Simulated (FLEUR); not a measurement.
# free Ni(001) film, 3 layers: anisotropy by force theorems, part 2 of 2

One state of free Ni(001) film, 3 layers is converged without symmetry. Force theorems then give its anisotropy.

FLEUR MaX-R8.1; PBE; all-electron FLAPW film, Dirac cores, scalar-relativistic bands.

So far. Step 2 (Self-consistent state): After 36 cycles the largest moment stands at 0.777 μB.

**5. Spin–orbit coupling, moments along z**

Level of this step: PBE; all-electron FLAPW film, Dirac cores, scalar-relativistic bands with spin-orbit coupling (FLEUR).

Spin–orbit coupling ties the spins to the lattice and lets orbital moments form.

A new self-consistent run of the start ferro +++, with the moments along z. The k list default-1 (kpts.xml, not shown) is a Γ-centred 30×30×1 mesh.

Input file inp.xml:

```
<?xml version="1.0" encoding="UTF-8" standalone="no"?>
<fleurInput fleurInputVersion="0.39">
   <comment>
      Ni
   </comment>
   <calculationSetup>
      <cutoffs Kmax="3.66" Gmax="11.0" GmaxXC="11.0" numbands="114"/>
      <scfLoop itmax="150" minDistance="0.00002" maxIterBroyd="15" imix="Anderson" alpha="0.03" precondParam="0.0" spinf="2.0" sdNocoIR="T"/>
      <coreElectrons ctail="T" frcor="F" kcrel="0" coretail_lmax="0"/>
      <xcFunctional name="pbe" relativisticCorrections="F"/>
      <magnetism jspins="2"/>
      <soc l_soc="T" theta="0.0" phi="0.0" spav="F"/>
      <expertModes spex="0" secvar="F"/>
      <geometryOptimization l_f="F" forcealpha="1.0" forcemix="BFGS" epsdisp="0.00001" epsforce="0.00001"/>
      <ldaU l_linMix="F" mixParam="0.05" spinf="1.0"/>
   </calculationSetup>
   <cell>
      <bzIntegration valenceElectrons="54.0" mode="hist" fermiSmearingEnergy="0.00183747">
         <kPointListSelection listName="default-1"/>
         <xi:include xmlns:xi="http://www.w3.org/2001/XInclude" href="kpts.xml"> </xi:include>
      </bzIntegration>
      <xi:include xmlns:xi="http://www.w3.org/2001/XInclude" href="sym.xml"> </xi:include>
      <filmLattice scale="1.0" dVac="11.94" dTilda="14.44">
         <bravaisMatrixFilm>
            <row-1>    4.7086305846658192     0.0000000000000000</row-1>
            <row-2>    0.0000000000000000     4.7086305846658192</row-2>
         </bravaisMatrixFilm>
         <vacuumEnergyParameters vacuum="1" spinUp="-.25" spinDown="-.25"/>
      </filmLattice>
   </cell>
   <atomSpecies>
      <species name="Nickel (Ni1.000" element="Ni" atomicNumber="28">
         <mtSphere radius="2.24" gridPoints="741" logIncrement="0.016"/>
         <atomicCutoffs lmax="8" lnonsphr="6"/>
         <electronConfig flipSpins="F">
            <coreConfig>(1s1/2) (2s1/2) (2p1/2) (2p3/2)</coreConfig>
            <valenceConfig>(3s1/2) (3p1/2) (3p3/2) (4s1/2) (3d3/2) (3d5/2)</valenceConfig>
            <stateOccupation state="(3d3/2)" spinUp="1.6" spinDown="1.6"/>
            <stateOccupation state="(3d5/2)" spinUp="2.9" spinDown="1.9"/>
         </electronConfig>
         <energyParameters s="4" p="4" d="3" f="4"/>
         <lo type="SCLO" l="0" n="3" eDeriv="0"/>
         <lo type="SCLO" l="1" n="3" eDeriv="0"/>
      </species>
   </atomSpecies>
   <atomGroups>
      <atomGroup species="Nickel (Ni1.000">
         <filmPos label="                   1">.0000000000 .0000000000 -3.3294998105</filmPos>
         <filmPos label="                   3">.0000000000 .0000000000 3.3294998105</filmPos>
         <force calculate="T" relaxXYZ="TTT"/>
      </atomGroup>
      <atomGroup species="Nickel (Ni1.000">
         <filmPos label="                   2">1.000/2.000 1.000/2.000 .0000000000</filmPos>
         <force calculate="T" relaxXYZ="TTT"/>
      </atomGroup>
   </atomGroups>
   <output dos="F" band="F" slice="F">
      <bandDOS minEnergy="-.5*Htr" maxEnergy="0.5*Htr" sigma="0.015" storeEVData="T"/>
      <plotting iplot="0" polar="F">
         <plot TwoD="T" vec1="  1.0  0.0  0.0" vec2="  0.0  1.0  0.0" vec3="  0.0  0.0  1.0" zero="  0.0  0.0 -0.5" file="plot"/>
      </plotting>
      <moessbauerParams electricFieldGradient="F" isomerShift="F" coreHyperfine="F" valenceHyperfine="F"/>
   </output>
</fleurInput>
```

Input file crystal.txt:

```
Ni
&input film=T cartesian=F /
2.49170000000  0.00000000000  0.00000000000
0.00000000000  2.49170000000  0.00000000000
0.00000000000  0.00000000000  1.00000000000
1.8897261246
1.0 1.0 1.0

3
28 0.00000000000  0.00000000000  -3.32949981046 : 1.000
28 0.50000000000  0.50000000000  0.00000000000 : 1.000
28 0.00000000000  0.00000000000  3.32949981046 : 1.000

&soc 0.0000000 0.0000000 /
&kpt div1=30 div2=30 div3=1 gamma=T /
```

On the command line:

```
OMP_NUM_THREADS=1 inpgen -f crystal.txt > inpgen.log  # inp.xml is then edited as shown
OMP_NUM_THREADS=1 mpirun -n 4 fleur_MPI > fleur.log
```

Log:

```text
[banner, memory and clock lines left out]
Welcome to FLEUR        (www.flapw.de)
      MaX-Release 8.1          (www.max-centre.eu)

 ========== k-point set info ==========
 Selected k-point list: default-1
 k-point list type: mesh
 0 x 0 x 0
 Number of k points: 228

 [... set-up left out ...]
 Iteration:     1   Distance:      22.37726264 me/bohr^3
 Iteration:     2   Distance:      15.88916221 me/bohr^3
 Iteration:     3   Distance:      17.05468085 me/bohr^3
 Iteration:     4   Distance:      16.31758977 me/bohr^3
 Iteration:     5   Distance:       8.22644152 me/bohr^3
 Iteration:     6   Distance:       8.60102818 me/bohr^3
 Iteration:     7   Distance:       7.67656643 me/bohr^3
 Iteration:     8   Distance:       9.20955630 me/bohr^3
 Iteration:     9   Distance:       4.29831494 me/bohr^3
 Iteration:    10   Distance:       2.57725594 me/bohr^3
[... 14 iterations left out ...]
 Iteration:    25   Distance:       0.00144153 me/bohr^3
 Iteration:    26   Distance:       0.00143034 me/bohr^3
 Iteration:    27   Distance:       0.00041691 me/bohr^3
 Iteration:    28   Distance:       0.00021667 me/bohr^3
 Iteration:    29   Distance:       0.00013524 me/bohr^3
 Iteration:    30   Distance:       0.00013001 me/bohr^3
 Iteration:    31   Distance:       0.00009790 me/bohr^3
 Iteration:    32   Distance:       0.00007205 me/bohr^3
 Iteration:    33   Distance:       0.00005161 me/bohr^3
 Iteration:    34   Distance:       0.00001875 me/bohr^3

 ********************************************************************
 Run finished successfully
 Stop message:
   all done
 ********************************************************************

--- out.xml (last complete iteration) ---
<iteration numberForCurrentRun="   34" overallNumber="   34">
         [... left out ...]
         <bandgap value="0.0000000000" units="eV"/>
         <sumValenceSingleParticleEnergies value="-76.5337527284" units="Htr"/>
         <FermiEnergy value="-0.1796027949" units="Htr"/>
         [... left out ...]
         <magneticMomentsInMTSpheres units="muBohr">
            <globalMagMoment atomType="1" vec="0.00000   0.00000   0.76105"/>
            <globalMagMoment atomType="2" vec="0.00000   0.00000   0.68398"/>
         </magneticMomentsInMTSpheres>
         <orbitalMomentsInMTSpheres units="muBohr">
            <globalMagMoment atomType="1" vec="0.00000   0.00000   0.06612"/>
            <globalMagMoment atomType="2" vec="0.00000   0.00000   0.06240"/>
         </orbitalMomentsInMTSpheres>
         [... left out ...]
         <totalEnergy value="    -4562.4299230452" units="Htr">
            <sumOfEigenvalues value="    -2658.4791213983">
               <coreElectrons value="-2581.9453686700"/>
               <valenceElectrons value="-76.5337527284"/>
            </sumOfEigenvalues>
         [... left out ...]
            <freeEnergy value="-4562.4315045554"/>
            <extrapolationTo0K value="-4562.4307138003"/>
         </totalEnergy>
         <densityConvergence units="me/bohr^3">
            <chargeDensity spin="1" distance="0.0000086034"/>
            <chargeDensity spin="2" distance="0.0000142163"/>
            <overallChargeDensity distance="0.0000187505"/>
            <spinDensity distance="0.0000141655"/>
         </densityConvergence>
      </iteration>
```

Elapsed: 15 min, on 4 MPI ranks of Arm Neoverse N1, shared host; peak memory 0.76 GiB; 59 min of CPU time.

Spin moment in the muffin-tin sphere by atom:

```csv
atom,spin moment in the muffin-tin sphere (μB)
Ni1,0.761
Ni2,0.684
Ni3,0.761
```

Numbers from this step:

- free energy: -124150.0859 eV
- program's band gap on this mesh (in a metal only a level spacing): 0 eV
- magnetization: 2.097 μB
- final state: ferromagnetic
- orbital moment along the spin: 0.06612 μB

Orbital moment in the sphere, along the spin axis by atom:

| atom | orbital moment in the sphere, along the spin axis (μB) |
| --- | --- |
| Ni1 | 0.0661 |
| Ni2 | 0.0624 |
| Ni3 | 0.0661 |

**6. Outcome**

* reference state: ferromagnetic
* largest sphere moment: 0.777 μB
* easy direction of those tried: the plane normal to z
* energy along x less z, force theorem: -0.776 meV a primitive cell
* orbital moment on the atom of largest spin, along its spin (spin–orbit run): 0.0661 μB

By the force theorem the moments prefer the plane normal to z, with no direction in it resolved; shape anisotropy is not in it, and in a film it favours the plane. The difference for the second direction goes from -0.77 meV (mesh 20×20×1, 102 states, 4.1 min of CPU time) to -0.78 meV (mesh 30×30×1, 102 states, 8.8 min). The orbital moment is parallel to the spin, as Hund's third rule has it for a shell over half filled. The state was typed, and no other order was converged beside it, so it need not be the ground state.

[Logs and program files are shortened in this print: banners, set-up blocks, solver, clock and traceback lines can be left out without a mark of their own.]

[Logs are printed without paths, hosts, clocks, repeated set-up lines and the standing remarks that a program may print on its own settings, such as how far it seeks lower states.]

[Hosts, paths, dates, database ids (printed as entryN), source tags and the programs' standing remarks are cut or masked in the printed files.]

[Where a cell is said to come from a database of computed structures, the database is the Materials Project.]
